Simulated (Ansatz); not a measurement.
# Cu wire along [100], 37 atoms a period: bands along the axis

What gap, if any, does the Cu wire along [100], 37 atoms a period have, and how many channels would it open?

Program: Ansatz 0.2.0. Level of theory: DFT PBE, plane waves, PAW; relaxation of a wire's period; PAW set soft_1, in the first sound run; inputs show where later runs differ. Results are calculated unless marked as measured.

### Step 1. Starting point

The cell holds 37 atoms: 37 Cu. Cell: a = 17.690 Å, b = 17.690 Å, c = 3.630 Å, α = 90.0°, β = 90.0°, γ = 90.0°. Vacuum lies along a and b. The structure's axis is c.

### Step 2. Relaxing the period

Band widths follow the bond lengths, so the wire is relaxed first. The atoms and the third cell vector are free; the box across stays fixed as vacuum. A Fermi-Dirac smearing is set since the result may be a metal. The pressure printed is a third of the stress's trace over the whole box, vacuum included; only the stress along the axis is relaxed.

input.yaml reads:

```yaml
crystal:
  lattice:
    - [17.69, 0.0, 0.0]
    - [0.0, 17.69, 0.0]
    - [0.0, 0.0, 3.63]
  atoms:
    - { symbol: Cu, position: [0.192198982, 0.397399661, 0.0] }
    - { symbol: Cu, position: [0.192198982, 0.602600339, 0.0] }
    - { symbol: Cu, position: [0.294799322, 0.294799322, 0.0] }
    - { symbol: Cu, position: [0.294799322, 0.5, 0.0] }
    - { symbol: Cu, position: [0.294799322, 0.705200678, 0.0] }
    - { symbol: Cu, position: [0.397399661, 0.192198982, 0.0] }
    - { symbol: Cu, position: [0.397399661, 0.397399661, 0.0] }
    - { symbol: Cu, position: [0.397399661, 0.602600339, 0.0] }
    - { symbol: Cu, position: [0.397399661, 0.807801018, 0.0] }
    - { symbol: Cu, position: [0.5, 0.294799322, 0.0] }
    - { symbol: Cu, position: [0.5, 0.5, 0.0] }
    - { symbol: Cu, position: [0.5, 0.705200678, 0.0] }
    - { symbol: Cu, position: [0.602600339, 0.192198982, 0.0] }
    - { symbol: Cu, position: [0.602600339, 0.397399661, 0.0] }
    - { symbol: Cu, position: [0.602600339, 0.602600339, 0.0] }
    - { symbol: Cu, position: [0.602600339, 0.807801018, 0.0] }
    - { symbol: Cu, position: [0.705200678, 0.294799322, 0.0] }
    - { symbol: Cu, position: [0.705200678, 0.5, 0.0] }
    - { symbol: Cu, position: [0.705200678, 0.705200678, 0.0] }
    - { symbol: Cu, position: [0.807801018, 0.397399661, 0.0] }
    - { symbol: Cu, position: [0.807801018, 0.602600339, 0.0] }
    - { symbol: Cu, position: [0.192198982, 0.5, 0.5] }
    - { symbol: Cu, position: [0.294799322, 0.397399661, 0.5] }
    - { symbol: Cu, position: [0.294799322, 0.602600339, 0.5] }
    - { symbol: Cu, position: [0.397399661, 0.294799322, 0.5] }
    - { symbol: Cu, position: [0.397399661, 0.5, 0.5] }
    - { symbol: Cu, position: [0.397399661, 0.705200678, 0.5] }
    - { symbol: Cu, position: [0.5, 0.192198982, 0.5] }
    - { symbol: Cu, position: [0.5, 0.397399661, 0.5] }
    - { symbol: Cu, position: [0.5, 0.602600339, 0.5] }
    - { symbol: Cu, position: [0.5, 0.807801018, 0.5] }
    - { symbol: Cu, position: [0.602600339, 0.294799322, 0.5] }
    - { symbol: Cu, position: [0.602600339, 0.5, 0.5] }
    - { symbol: Cu, position: [0.602600339, 0.705200678, 0.5] }
    - { symbol: Cu, position: [0.705200678, 0.397399661, 0.5] }
    - { symbol: Cu, position: [0.705200678, 0.602600339, 0.5] }
    - { symbol: Cu, position: [0.807801018, 0.5, 0.5] }
kpoints:
  mp_grid: { grid: [1, 1, 23] }
scf:
  occupations: { method: fermi_dirac, width: 0.05 }
hamiltonian:
  xc: pbe
  pseudopotentials: { kind: paw, azcp: { folder: soft_1 } }
relax:
  cell: { fix: [a, b, alpha, beta, gamma] }
  max_steps: 45
  f_tol: 0.03
```

Launch:

```
$ ansatz run input.yaml --threads 16 --pin off --max-ram 61440MiB --backend cuda --events-out ev --progress --plain --runs-dir out --max-vram 78GiB
```

Numbers of over 12 decimals in the logs are rounded to 6 here.

Output:

```text
Engine: ansatz 0.2.0, aarch64-unknown-linux-gnu
Pseudopotentials: kind: paw
Pseudopotential: Cu, paw, valence charge 19, recommended cutoff 420 eV (normal), soft_1/Cu.paw.azcp
Functional definition: PBE
  parameter kappa = 0.804
  parameter beta = 0.066725
  exchange = pbe_x(kappa = kappa, mu = beta*pi^2/3)
  correlation = pbe_c(beta = beta)
[...]
Crystal: 37 atoms, lattice volume = 1135.958 Å³
Basis set: ecut = 420 eV, 22193 PW (Γ), exchange–correlation on 240×240×50 points (8 copies of the dense FFT grid, shifted against one another)
Bands: 422, of which v1, the nominal top of the filled ones, is band 352 counted from 1 (351 counted from 0)
Symmetry: 16 space group operations
Space group: P4/mmm (ITA 123), of the structure as read, at distance tolerance 1.0e-4 Å
k-points: 12 of 23
Non-local potential: Cu, projectors of the file, l = 0: 3, l = 1: 2, l = 2: 3, l = 3: 1
PAW form: soft (Blöchl's): semilocal exchange-correlation on the pseudo side does not see the compensation charge
PAW one-centre angular grid: Cu, 590 points (default); XC on 64 Gauss nodes
Initial density: superposition of atomic densities (neutral atoms: chi_scale 0, normalization atom)
Initial wavefunctions: pseudopotential atomic-orbital guess
[...]
Functional: x = pbe(κ = 0.804, μ = 0.219515), c = pbe(β = 0.066725)
SCF iter   1: F=—  HF=-245144.027594 eV  |F-HF|=—  |Δ(HF+E_count)|=         —  Δρ=1.46e-1  dr2=1.51e2  ethr=3.10e-3  ⟨swp⟩=6.0  Hψ=19442  notcnv=0  defer=275
preconditioner: auto → LDOS  [metal: Δε(μ)=0.025 eV  Ē_g=6.973 eV  σ=0.050 eV  W_gap=0.12  n_scr=338 (ndim 8)  ℏωp=22.2 eV  f_vac=0.541  D(μ)=17.41/eV (n_scr^D=68)  β→1.0]
SCF iter   2: F=—  HF=-245321.622805 eV  |F-HF|=—  |Δ(HF+E_count)|=    1.78e2  Δρ=3.06e-1  dr2=6.46e2  ethr=3.10e-3  ⟨swp⟩=4.0  Hψ=16511  notcnv=0  defer=642  recentre
[...]
SCF iter  15: F=-245116.675528 eV  HF=-245116.675528 eV  |F-HF|=3.20e-8  |Δ(HF+E_count)|=   3.89e-8  Δρ=2.08e-6  dr2=3.70e-8  ethr=1.42e-11  ⟨swp⟩=3.8  Hψ=14264  notcnv=0
SCF 1 converged in 15 iterations: F = -245116.675528 eV  dr2 = 3.70e-8
  greatest PAW one-centre occupation: 1.000 electrons in one spin orbital (limit 2), on the Cu atom at site 20 (counted from 0), in its partial waves of l = 0
relax step   1: F+E_penalty+E_count = -245116.67552819 eV  Δ(F+E_penalty+E_count) = +0.000e0 eV  max|allowed force component| = 5.248e-1 eV/Å  Δτ_max = 0.0000 Å  P = -2.001 GPa  Ω = 1135.958 Å³  fix = [a, b, alpha, beta, gamma]  reactions: a -1.694, b -1.694 GPa  (15 SCF iters, dr2 threshold 1.00e-7 eV, accepted)
[...]
Crystal: 37 atoms, lattice volume = 1121.585 Å³
Basis set: ecut = 420 eV, 21783 PW (Γ), exchange–correlation on 240×240×50 points (8 copies of the dense FFT grid, shifted against one another)
[...]
iter 1 solved again at ethr=3.34e-5 eV; its pass at ethr=3.10e-3 eV (dr2=2.35e-1 eV) is discarded
SCF iter   1: F=—  HF=-245117.159975 eV  |F-HF|=—  |Δ(HF+E_count)|=         —  Δρ=6.02e-3  dr2=2.38e-1  ethr=3.34e-5  ⟨swp⟩=3.5  Hψ=24868  notcnv=0
preconditioner: auto → LDOS  [metal: Δε(μ)=0.016 eV  Ē_g=7.671 eV  σ=0.050 eV  W_gap=0.08  n_scr=338 (ndim 8)  ℏωp=22.4 eV  f_vac=0.544  D(μ)=10.65/eV (n_scr^D=44)  β→1.0]
SCF iter   2: F=—  HF=-245117.422438 eV  |F-HF|=—  |Δ(HF+E_count)|=   2.62e-1  Δρ=1.51e-2  dr2=1.42e0  ethr=3.34e-5  ⟨swp⟩=2.9  Hψ=11924  notcnv=0  recentre
[...]
SCF iter   8: F=-245117.115441 eV  HF=-245117.115441 eV  |F-HF|=1.29e-7  |Δ(HF+E_count)|=   2.05e-6  Δρ=1.16e-5  dr2=1.22e-6  ethr=5.26e-10  ⟨swp⟩=4.0  Hψ=15912  notcnv=0
SCF 2 converged in 8 iterations: F = -245117.115441 eV  dr2 = 1.22e-6
relax step   2: F+E_penalty+E_count = -245117.11544090 eV  Δ(F+E_penalty+E_count) = -4.399e-1 eV  max|allowed force component| = 2.872e-1 eV/Å  Δτ_max = 0.0490 Å  P = -0.989 GPa  Ω = 1121.585 Å³  energy of the carried Pulay correction = +4.651e-3 eV  fix = [a, b, alpha, beta, gamma]  reactions: a -0.758, b -0.758 GPa  (8 SCF iters, dr2 threshold 3.70e-6 eV, accepted)
[...]
Crystal: 37 atoms, lattice volume = 1098.785 Å³
[...]
iter 1 solved again at ethr=4.76e-5 eV; its pass at ethr=3.10e-3 eV (dr2=3.35e-1 eV) is discarded
[...]
SCF 3 converged in 8 iterations: F = -245117.306128 eV  dr2 = 2.24e-6
[...]
SCF 4 converged in 9 iterations: F = -245117.321716 eV  dr2 = 8.48e-8
[...]
SCF 5 converged in 11 iterations: F = -245117.324878 eV  dr2 = 4.76e-9
[...]
SCF 6 converged in 11 iterations: F = -245117.307903 eV  dr2 = 5.74e-11
[...]
SCF converged after 11 iterations
[...]
--- Relaxed structure (5 steps of the walk, 5 accepted, 1 SCFs on fresh bases) ---
  F+E_penalty+E_count = -245117.30790321 eV   max|allowed force component| = 4.547e-3 eV/Å   (the final SCF, on the basis selected at the relaxed cell)
  cell:  # Å, volume = 1090.9073 Å³
    - [17.69, 0, 0]
    - [0, 17.69, 0]
    - [0, 0, 3.486038]
  atoms:
    - { symbol: Cu, position: [0.194456, 0.398784, 0] }
    - { symbol: Cu, position: [0.194456, 0.601216, 0] }
    - { symbol: Cu, position: [0.294244, 0.294244, 0] }
    - { symbol: Cu, position: [0.293384, 0.5, 0] }
    - { symbol: Cu, position: [0.294244, 0.705756, 0] }
    - { symbol: Cu, position: [0.398784, 0.194456, 0] }
    - { symbol: Cu, position: [0.396331, 0.396331, 0] }
    - { symbol: Cu, position: [0.396331, 0.603669, 0] }
    - { symbol: Cu, position: [0.398784, 0.805544, 0] }
    - { symbol: Cu, position: [0.5, 0.293384, 0] }
    - { symbol: Cu, position: [0.5, 0.5, 0] }
    - { symbol: Cu, position: [0.5, 0.706616, 0] }
    - { symbol: Cu, position: [0.601216, 0.194456, 0] }
    - { symbol: Cu, position: [0.603669, 0.396331, 0] }
    - { symbol: Cu, position: [0.603669, 0.603669, 0] }
    - { symbol: Cu, position: [0.601216, 0.805544, 0] }
    - { symbol: Cu, position: [0.705756, 0.294244, 0] }
    - { symbol: Cu, position: [0.706616, 0.5, 0] }
    - { symbol: Cu, position: [0.705756, 0.705756, 0] }
    - { symbol: Cu, position: [0.805544, 0.398784, 0] }
    - { symbol: Cu, position: [0.805544, 0.601216, 0] }
    - { symbol: Cu, position: [0.192574, 0.5, 0.500000] }
    - { symbol: Cu, position: [0.292060, 0.394513, 0.500000] }
    - { symbol: Cu, position: [0.292060, 0.605487, 0.500000] }
    - { symbol: Cu, position: [0.394513, 0.292060, 0.500000] }
    - { symbol: Cu, position: [0.396557, 0.5, 0.500000] }
    - { symbol: Cu, position: [0.394513, 0.707940, 0.500000] }
    - { symbol: Cu, position: [0.5, 0.192574, 0.500000] }
    - { symbol: Cu, position: [0.5, 0.396557, 0.500000] }
    - { symbol: Cu, position: [0.5, 0.603443, 0.500000] }
    - { symbol: Cu, position: [0.5, 0.807426, 0.500000] }
    - { symbol: Cu, position: [0.605487, 0.292060, 0.500000] }
    - { symbol: Cu, position: [0.603443, 0.5, 0.500000] }
    - { symbol: Cu, position: [0.605487, 0.707940, 0.500000] }
    - { symbol: Cu, position: [0.707940, 0.394513, 0.500000] }
    - { symbol: Cu, position: [0.707940, 0.605487, 0.500000] }
    - { symbol: Cu, position: [0.807426, 0.5, 0.500000] }
```

It took 19 s on 1 × NVIDIA GB200 with 16 threads of Arm Neoverse V2, shared host; peak memory 1.5 GiB.

Relaxation path:

```tsv
step	energy less that of the first step (eV)	largest force component (eV/Å)	pressure (GPa)	volume (Å³)
1	0.0000	0.5248	-2.00	1135.96
2	-0.4399	0.2872	-0.99	1121.59
3	-0.6306	0.1093	0.28	1098.78
4	-0.6462	0.0069	-0.02	1095.90
5	-0.6494	0.0046	0.00	1090.91
6	-0.6324	0.0045	0.01	1090.91
```

The log counts 1 steps on a newly chosen plane-wave basis, not all of them marked here; energy and pressure can jump at such steps.

The run keeps the 16 symmetry operations that it works with, so distortions that break them were not tested.

```tsv
cell as run	before	after	change
c (Å)	3.630	3.486	-4.0 %
```

The atoms that moved most (Å, along periodic axes as changes of fractional coordinates times the final cell, across vacuum about the mean position):

```tsv
atom	dx	dy	dz	length
Cu32	0.051	-0.048	0.000	0.070
Cu24	-0.048	0.051	0.000	0.070
Cu36	0.048	0.051	0.000	0.070
Cu34	0.051	0.048	0.000	0.070
Cu27	-0.051	0.048	0.000	0.070
Cu35	0.048	-0.051	0.000	0.070
Cu23	-0.048	-0.051	0.000	0.070
Cu25	-0.051	-0.048	0.000	0.070
```

The relaxed structure:

```cif
data_structure
_symmetry_space_group_name_H-M 'P 1'
_symmetry_Int_Tables_number 1
_cell_length_a 17.6900
_cell_length_b 17.6900
_cell_length_c 3.4860
_cell_angle_alpha 90.000
_cell_angle_beta 90.000
_cell_angle_gamma 90.000
_cell_volume 1090.91
loop_
_atom_site_label
_atom_site_type_symbol
_atom_site_fract_x
_atom_site_fract_y
_atom_site_fract_z
_atom_site_occupancy
Cu1 Cu 0.19446 0.39878 0.00000 1
Cu2 Cu 0.19446 0.60122 0.00000 1
Cu3 Cu 0.29424 0.29424 0.00000 1
Cu4 Cu 0.29338 0.50000 0.00000 1
Cu5 Cu 0.29424 0.70576 0.00000 1
Cu6 Cu 0.39878 0.19446 0.00000 1
Cu7 Cu 0.39633 0.39633 0.00000 1
Cu8 Cu 0.39633 0.60367 0.00000 1
Cu9 Cu 0.39878 0.80554 0.00000 1
Cu10 Cu 0.50000 0.29338 0.00000 1
Cu11 Cu 0.50000 0.50000 0.00000 1
Cu12 Cu 0.50000 0.70662 0.00000 1
Cu13 Cu 0.60122 0.19446 0.00000 1
Cu14 Cu 0.60367 0.39633 0.00000 1
Cu15 Cu 0.60367 0.60367 0.00000 1
Cu16 Cu 0.60122 0.80554 0.00000 1
Cu17 Cu 0.70576 0.29424 0.00000 1
Cu18 Cu 0.70662 0.50000 0.00000 1
Cu19 Cu 0.70576 0.70576 0.00000 1
Cu20 Cu 0.80554 0.39878 0.00000 1
Cu21 Cu 0.80554 0.60122 0.00000 1
Cu22 Cu 0.19257 0.50000 0.50000 1
Cu23 Cu 0.29206 0.39451 0.50000 1
Cu24 Cu 0.29206 0.60549 0.50000 1
Cu25 Cu 0.39451 0.29206 0.50000 1
Cu26 Cu 0.39656 0.50000 0.50000 1
Cu27 Cu 0.39451 0.70794 0.50000 1
Cu28 Cu 0.50000 0.19257 0.50000 1
Cu29 Cu 0.50000 0.39656 0.50000 1
Cu30 Cu 0.50000 0.60344 0.50000 1
Cu31 Cu 0.50000 0.80743 0.50000 1
Cu32 Cu 0.60549 0.29206 0.50000 1
Cu33 Cu 0.60344 0.50000 0.50000 1
Cu34 Cu 0.60549 0.70794 0.50000 1
Cu35 Cu 0.70794 0.39451 0.50000 1
Cu36 Cu 0.70794 0.60549 0.50000 1
Cu37 Cu 0.80743 0.50000 0.50000 1
```

This step gave:

```yaml
energy_at_zero_smearing: -245117.2580 eV
cell_length_along_the_wire: 3.486 Å
```

The cell's length comes to 3.486 Å with spin left out.

### Step 3. The wire at its relaxed period

This step: DFT PBE, plane waves, PAW; bands of a perfect wire; PAW set soft_1 (Ansatz 0.2.0).

At the relaxed period the bands are computed along the axis; those that cross an energy going forward count the channels that a perfect wire would open there.

input.yaml reads:

```yaml
crystal:
  lattice:
    - [17.69, 0.0, 0.0]
    - [0.0, 17.69, 0.0]
    - [0.0, 0.0, 3.4860383639]
  atoms:
    - { symbol: Cu, position: [0.194455982, 0.398783982, 0.0] }
    - { symbol: Cu, position: [0.194455982, 0.601216018, 0.0] }
    - { symbol: Cu, position: [0.294244217, 0.294244217, 0.0] }
    - { symbol: Cu, position: [0.293383608, 0.5, 0.0] }
    - { symbol: Cu, position: [0.294244217, 0.705755783, 0.0] }
    - { symbol: Cu, position: [0.398783982, 0.194455982, 0.0] }
    - { symbol: Cu, position: [0.396330757, 0.396330757, 0.0] }
    - { symbol: Cu, position: [0.396330757, 0.603669243, 0.0] }
    - { symbol: Cu, position: [0.398783982, 0.805544018, 0.0] }
    - { symbol: Cu, position: [0.5, 0.293383608, 0.0] }
    - { symbol: Cu, position: [0.5, 0.5, 0.0] }
    - { symbol: Cu, position: [0.5, 0.706616392, 0.0] }
    - { symbol: Cu, position: [0.601216018, 0.194455982, 0.0] }
    - { symbol: Cu, position: [0.603669243, 0.396330757, 0.0] }
    - { symbol: Cu, position: [0.603669243, 0.603669243, 0.0] }
    - { symbol: Cu, position: [0.601216018, 0.805544018, 0.0] }
    - { symbol: Cu, position: [0.705755783, 0.294244217, 0.0] }
    - { symbol: Cu, position: [0.706616392, 0.5, 0.0] }
    - { symbol: Cu, position: [0.705755783, 0.705755783, 0.0] }
    - { symbol: Cu, position: [0.805544018, 0.398783982, 0.0] }
    - { symbol: Cu, position: [0.805544018, 0.601216018, 0.0] }
    - { symbol: Cu, position: [0.192573709, 0.5, 0.5] }
    - { symbol: Cu, position: [0.292059555, 0.394512626, 0.5] }
    - { symbol: Cu, position: [0.292059555, 0.605487374, 0.5] }
    - { symbol: Cu, position: [0.394512626, 0.292059555, 0.5] }
    - { symbol: Cu, position: [0.396557296, 0.5, 0.5] }
    - { symbol: Cu, position: [0.394512626, 0.707940445, 0.5] }
    - { symbol: Cu, position: [0.5, 0.192573709, 0.5] }
    - { symbol: Cu, position: [0.5, 0.396557296, 0.5] }
    - { symbol: Cu, position: [0.5, 0.603442704, 0.5] }
    - { symbol: Cu, position: [0.5, 0.807426291, 0.5] }
    - { symbol: Cu, position: [0.605487374, 0.292059555, 0.5] }
    - { symbol: Cu, position: [0.603442704, 0.5, 0.5] }
    - { symbol: Cu, position: [0.605487374, 0.707940445, 0.5] }
    - { symbol: Cu, position: [0.707940445, 0.394512626, 0.5] }
    - { symbol: Cu, position: [0.707940445, 0.605487374, 0.5] }
    - { symbol: Cu, position: [0.807426291, 0.5, 0.5] }
kpoints:
  mp_grid: { grid: [1, 1, 23] }
  band_path: { path: ["Γ", Z], npoints: 90 }
scf:
  occupations: { method: fermi_dirac, width: 0.05 }
hamiltonian:
  xc: pbe
  pseudopotentials: { kind: paw, azcp: { folder: soft_1 } }
output:
  dos: { e_range: [-5, 4] }
  write_potential: true
  write_density: true
  volumetric_format: npy
```

Output:

```text
[...]
Crystal: 37 atoms, lattice volume = 1090.907 Å³
Basis set: ecut = 420 eV, 21335 PW (Γ)
Bands: 422, of which v1, the nominal top of the filled ones, is band 352 counted from 1 (351 counted from 0)
[... 1 set-up line as in the run before ...]
[...]
k-points: 12 of 23
[...]
SCF iter   1: F=—  HF=-245145.683348 eV  |F-HF|=—  |Δ(HF+E_count)|=         —  Δρ=1.51e-1  dr2=1.54e2  ethr=3.10e-3  ⟨swp⟩=6.0  Hψ=19519  notcnv=0  defer=325
[...]
SCF iter   6: F=—  HF=-245117.304989 eV  |F-HF|=—  |Δ(HF+E_count)|=   3.56e-2  Δρ=2.69e-3  dr2=5.26e-2  ethr=1.24e-5  ⟨swp⟩=2.1  Hψ=7833  notcnv=0  defer=666
[...]
SCF iter  13: F=—  HF=-245117.307912 eV  |F-HF|=—  |Δ(HF+E_count)|=   1.23e-6  Δρ=6.49e-6  dr2=4.18e-7  ethr=9.40e-10  ⟨swp⟩=2.0  Hψ=6695  notcnv=0  defer=666
[...]
SCF iter  15: F=-245117.307912 eV  HF=-245117.307912 eV  |F-HF|=2.43e-8  |Δ(HF+E_count)|=   2.40e-8  Δρ=1.46e-6  dr2=1.74e-8  ethr=1.42e-11  ⟨swp⟩=4.0  Hψ=11397  notcnv=0
SCF 1 converged in 15 iterations: F = -245117.307912 eV  dr2 = 1.74e-8
[...]
NSCF: frozen V_eff on 91 k-points
[...]
SCF converged after 15 iterations
[...]
```

Wall time 23 s (1 × NVIDIA GB200 with 16 threads); peak memory 3.1 GiB; 4.4 min of CPU time.

Numbers from this step:

| Quantity | Value |
| --- | --- |
| energy at zero smearing | -245117.2581 eV |
| band gap | 0 eV |

The electronic bands at the labelled points (eV, zero at the Fermi level; # counts the bands kept):

```tsv
point	#62	#63	#64	#65	#66	#67	#68	#69
Γ	-0.88	-0.88	-0.31	-0.31	0.03	0.10	0.31	0.31
halfway	-0.37	-0.37	0.06	0.47	0.47	0.77	0.77	0.91
Z	-0.37	-0.37	-0.37	-0.14	-0.14	-0.03	0.03	0.23
```

Between Γ and Z the bands cross the Fermi level 10 times, so a perfect wire would conduct at least 10 G₀, with spin left out.

### Step 4. Results

| Item | Value |
| --- | --- |
| cell length, PBE | 3.486 Å |
| ballistic conductance by band crossings, a lower bound, PBE | 10 G₀ |

What this shows: Under PBE the cell's length is 3.49 Å, and the bands cross the Fermi level 10 times between Γ and Z, which gives a perfect wire at least 10 G₀ (opposite crossings within one step of the path cancel in such a count).

[Logs are printed without paths, hosts, clocks, repeated set-up lines and the standing remarks that a program may print on its own settings, such as how far it seeks lower states.]

[Hosts, paths, dates, database ids (printed as entryN), source tags and the programs' standing remarks are cut or masked in the printed files.]
